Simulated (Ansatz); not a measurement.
# How fast states decay through IF, part 2 of 2

A new crystal, IF: structure, gap and complex bands. It is built by putting I for Cl, F for Br in the BrCl structure of space group Cmc2_1, with the volume rescaled by atomic radii. The parent structure comes from the Materials Project.

Ansatz 0.2.0; PBEsol DFT, plane waves, PAW files (the session's first sound run).

So far, gap on path (eV): step 3 (the bulk crystal and its band edges) 0.543.

The structure was built from a prototype and need not be the compound's stable phase.

## (6) Band edges at another level, cutoff 500 eV (continued)

Electronic bands along the path, in eV, zero at the Fermi level (highest filled level under fixed occupations); v1 is the highest filled band, c1 the lowest empty one:

| point | v4 | v3 | v2 | v1 | c1 | c2 | c3 |
| --- | --- | --- | --- | --- | --- | --- | --- |
| VBM | -1.96 | -1.72 | -1.52 | 0.00 | 1.10 | 3.08 | 8.00 |
| halfway | -1.98 | -1.74 | -1.46 | -0.01 | 0.92 | 3.12 | 7.70 |
| CBM | -1.98 | -1.76 | -1.43 | -0.03 | 0.86 | 3.16 | 7.36 |

The searched edges give 0.854 eV, under the 0.894 eV of the mesh, which misses an edge.

For the gap on path, step 3 gave 0.543 eV; this run, with r2SCAN and cutoff 500 eV, gives 0.854 eV.

## (7) Complex bands at another level, cutoff 500 eV

This step: r2SCAN DFT, plane waves, PAW files; complex bands by layer matching along the plane's normal (Ansatz 0.2.0).

The complex bands at that level, over its own gap, at (0, 0) and (-0.263, 0.263).

input.yaml reads:

```yaml
crystal:
  lattice:
    - [4.900894607, 0.0, 0.0]
    - [0.676341759, 4.854001419, 0.0]
    - [0.0, 0.0, 4.208411672]
  atoms:
    - { symbol: F, position: [0.8600044597, 0.1399955403, 0.4393195731] }
    - { symbol: F, position: [0.1399955403, 0.8600044597, 0.9393195731] }
    - { symbol: I, position: [0.3368445013, 0.6631554987, 0.5606804269] }
    - { symbol: I, position: [0.6631554987, 0.3368445013, 0.0606804269] }
kpoints:
  mp_grid: { grid: [6, 6, 6] }
scf:
  occupations: { method: fixed }
hamiltonian:
  xc: r2scan
output:
  eigenvalues: true
  transmission:
    leads: [[0, 0]]
    kpoints: [[0.0, 0.0], [-0.263, 0.263]]
    e_range: [-1.0, 1.85]
    de: 0.07
```

On the command line:

```console
ansatz run input.yaml --threads 2 --pin off --max-ram 4096MiB --backend cpu --events-out ev --progress --plain --runs-dir out
```

Wall time 25 s (2 threads of Intel Xeon Platinum 8488C (Sapphire Rapids), shared host); peak memory 0.87 GiB.

This step gave:

```yaml
free_energy: -16672.9899 eV
gap_on_the_k_mesh: 0.8935 eV
level_to_which_the_leads_are_filled: 0.4468 eV from the Fermi level
decay_constant_at_the_filling_level_zone_centre: 0.2732 Å⁻¹
decay_constant_at_the_filling_level_slowest_listed_point: 0.1118 Å⁻¹
```

K parallel (0, 0); values up to 1.5 1/Å, a degenerate pair printed once or twice; energies at which all values exceed this have no row. Im kz of the slowest decaying states against energy, zero at the highest filled level on the SCF mesh:

| energy (eV) | decay 1 (Å⁻¹) | decay 2 (Å⁻¹) | decay 3 (Å⁻¹) | decay 4 (Å⁻¹) |
| --- | --- | --- | --- | --- |
| -1.00 | 0.492 | 0.871 | 1.20 | 1.41 |
| -0.86 | 0.515 | 0.874 | 1.19 | 1.39 |
| -0.79 | 0.0624 | 0.526 | 0.875 | 1.19 |
| -0.65 | 0.141 | 0.545 | 0.876 | 1.17 |
| -0.58 | 0.163 | 0.554 | 0.876 | 1.17 |
| -0.44 | 0.196 | 0.570 | 0.875 | 1.15 |
| -0.30 | 0.210 | 0.219 | 0.476 | 0.694 |
| -0.23 | 0.229 | 0.293 | 0.457 | 0.727 |
| -0.09 | 0.244 | 0.409 | 0.428 | 0.782 |
| -0.02 | 0.250 | 0.417 | 0.455 | 0.806 |
| 0.12 | 0.260 | 0.396 | 0.534 | 0.851 |
| 0.26 | 0.267 | 0.378 | 0.600 | 0.861 |
| 0.33 | 0.270 | 0.370 | 0.631 | 0.859 |
| 0.47 | 0.273 | 0.353 | 0.687 | 0.854 |
| 0.54 | 0.274 | 0.344 | 0.713 | 0.851 |
| 0.68 | 0.275 | 0.327 | 0.762 | 0.845 |
| 0.82 | 0.273 | 0.309 | 0.808 | 0.839 |
| 0.89 | 0.272 | 0.299 | 0.830 | 0.836 |
| 1.03 | 0.267 | 0.279 | 0.829 | 0.873 |
| 1.10 | 0.264 | 0.268 | 0.825 | 0.893 |
| 1.24 | 0.244 | 0.256 | 0.818 | 0.933 |
| 1.38 | 0.216 | 0.246 | 0.810 | 0.972 |
| 1.45 | 0.200 | 0.239 | 0.806 | 0.991 |
| 1.59 | 0.161 | 0.224 | 0.798 | 1.03 |
| 1.66 | 0.136 | 0.215 | 0.794 | 1.04 |
| 1.80 | 0.0542 | 0.192 | 0.786 | 1.04 |

K parallel (-0.263, 0.263); values up to 1.5 1/Å, a degenerate pair printed once or twice; energies at which all values exceed this have no row. Im kz of the slowest decaying states against energy, zero at the highest filled level on the SCF mesh:

| energy (eV) | decay 1 (Å⁻¹) | decay 2 (Å⁻¹) | decay 3 (Å⁻¹) | decay 4 (Å⁻¹) |
| --- | --- | --- | --- | --- |
| -1.00 | 0.126 | 0.164 | 0.698 | 1.13 |
| -0.79 | 0.142 | 0.237 | 0.719 | 1.15 |
| -0.58 | 0.151 | 0.285 | 0.739 | 1.16 |
| -0.37 | 0.154 | 0.320 | 0.757 | 1.18 |
| -0.23 | 0.153 | 0.340 | 0.769 | 1.19 |
| -0.02 | 0.0614 | 0.147 | 0.364 | 0.786 |
| 0.19 | 0.137 | 0.250 | 0.383 | 0.802 |
| 0.40 | 0.119 | 0.343 | 0.397 | 0.818 |
| 0.61 | 0.0921 | 0.408 | 0.413 | 0.834 |
| 0.82 | 0.0362 | 0.416 | 0.470 | 0.850 |
| 1.03 | 0.420 | 0.521 | 0.867 | 1.25 |
| 1.17 | 0.421 | 0.553 | 0.878 | 1.24 |
| 1.38 | 0.420 | 0.600 | 0.896 | 1.21 |
| 1.59 | 0.415 | 0.647 | 0.915 | 1.15 |
| 1.80 | 0.405 | 0.699 | 0.937 | 1.08 |

K parallel (-0.263, 0.263). The Re kz of states that move upwards, channel 1 by energy, zero at the highest filled level on the SCF mesh:

| energy (eV) | Re kz of states that move upwards, channel 1 (Å⁻¹) |
| --- | --- |
| -1.00 | -0.614 |
| -0.93 | -0.583 |
| -0.79 | -0.521 |
| -0.72 | -0.490 |
| -0.58 | -0.428 |
| -0.51 | -0.396 |
| -0.44 | -0.362 |
| -0.30 | -0.288 |
| -0.23 | -0.245 |
| -0.16 | -0.195 |
| -0.02 | - |
| 0.05 | - |
| 0.19 | - |
| 0.26 | - |
| 0.33 | - |
| 0.47 | - |
| 0.54 | - |
| 0.61 | - |
| 0.75 | - |
| 0.82 | - |
| 0.96 | 0.0654 |
| 1.03 | 0.0856 |
| 1.10 | 0.103 |
| 1.24 | 0.132 |
| 1.31 | 0.146 |
| 1.38 | 0.159 |
| 1.52 | 0.183 |
| 1.59 | 0.195 |
| 1.73 | 0.219 |
| 1.80 | 0.231 |

At the listed wavevectors the last open channel is at -0.09 eV and the next at +0.89 eV on the grid. At +0.47 eV, the grid energy nearest the filling level (the middle of the gap on the SCF mesh), the slowest state at the listed wavevectors decays with κ = 0.112 Å⁻¹, its amplitude falling by e over 8.9 Å; the first such run, plane (001), gave 0.0859 Å⁻¹ over as many of its listed wavevectors.

## (8) What came out

| Quantity | Value |
| --- | --- |
| band gap | 0.543 eV |
| least decay constant at mid-gap, normal to (001) | 0.0859 Å⁻¹ |
| least decay constant on a mesh, normal to (001) | 0.0948 Å⁻¹ |
| least decay constant, r2SCAN | 0.112 Å⁻¹ |

In words: With PBEsol, the slowest decay at the wavevectors tried is κ = 0.0859 Å⁻¹, normal to (001). Through such a film the transmission near mid-gap falls as exp(−2κd), a factor of ten every 13 Å. A free electron under a barrier of half the gap would need a mass of 0.10 mₑ to decay at this rate. The slowest decay isn't at the zone centre. With r2SCAN the gap goes from 0.543 to 0.854 eV and the decay constant, over the first 2 listed wavevectors, from 0.0859 to 0.112 Å⁻¹. The compound is made up by substitution; its stability against other phases and against distortions of the cell's symmetry was not tested. A semilocal functional narrows gaps, while spin-orbit coupling, left out here, narrows them in compounds of heavy elements, so the error in κ can go either way.

[Logs are printed without paths, hosts, clocks, repeated set-up lines and the standing remarks that a program may print on its own settings, such as how far it seeks lower states.]

[Hosts, paths, dates, database ids (printed as entryN), source tags and the programs' standing remarks are cut or masked in the printed files.]
